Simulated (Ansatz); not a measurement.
G0W0 rungs for AlN (P6_3mc).

The database entry behind the starting cell differs from later determinations by our own check (inner coordinate u about 0.002 short), so it need not match the best structure at ambient conditions.

```
Al N
1.0
     3.11300    0.00000    0.00000
    -1.55650    2.69594    0.00000
     0.00000    0.00000    4.98100
Al N
2 2
Direct
  0.33333 0.66667 0.00000
  0.66667 0.33333 0.50000
  0.33333 0.66667 0.38000
  0.66667 0.33333 0.88000
```

The cell and positions come from the Crystallography Open Database and are kept as given unless a step says otherwise. PAW set soft_1, made with PBE.

Runs so far (Ansatz 0.2.0, start PBE, default PAW files, 6×6×4 mesh). Times are wall times on 1 × NVIDIA H100 80GB HBM3 (shared by 6 runs) with 3 threads of AMD EPYC 7R13 (Zen 3), shared host, good to a factor of about two.

```
bands summed  cutoff (eV)  gap on the mesh (eV)  time
          52           60                 5.484  17 s
         132          120                 5.806  20 s
```

Question: What should the next rung give, with 276 bands and screening to 200 eV, and where is the limit?

The error falls about as one over the bands when the cutoff rises with them. A line through the two highest rungs given predicts 5.915 eV; the run gave 5.915 eV, close to it. The two highest rungs put the limit near 6.015 eV, the pair below near 6.016 eV; their difference is a rough measure of what is unsettled in bands and cutoff; the mesh is a separate error.

Gaps are over the mesh's points; an edge off the mesh would be missed. Limits: not at the basis limit.

[Paths, hosts, dates, memory and timing lines, banners, echoed tables and standing remarks are left out of the program output.]

[Logs are printed without paths, hosts, clocks, repeated set-up lines and the standing remarks that a program may print on its own settings, such as how far it seeks lower states.]

[Runs of the session that timed out or met a known fault of the program may be left out.]

[Cells called generated may have been cut or substituted from an entry of the Crystallography Open Database or the Materials Project.]

[Hosts, paths, dates, database ids (printed as entryN), source tags and the programs' standing remarks are cut or masked in the printed files.]
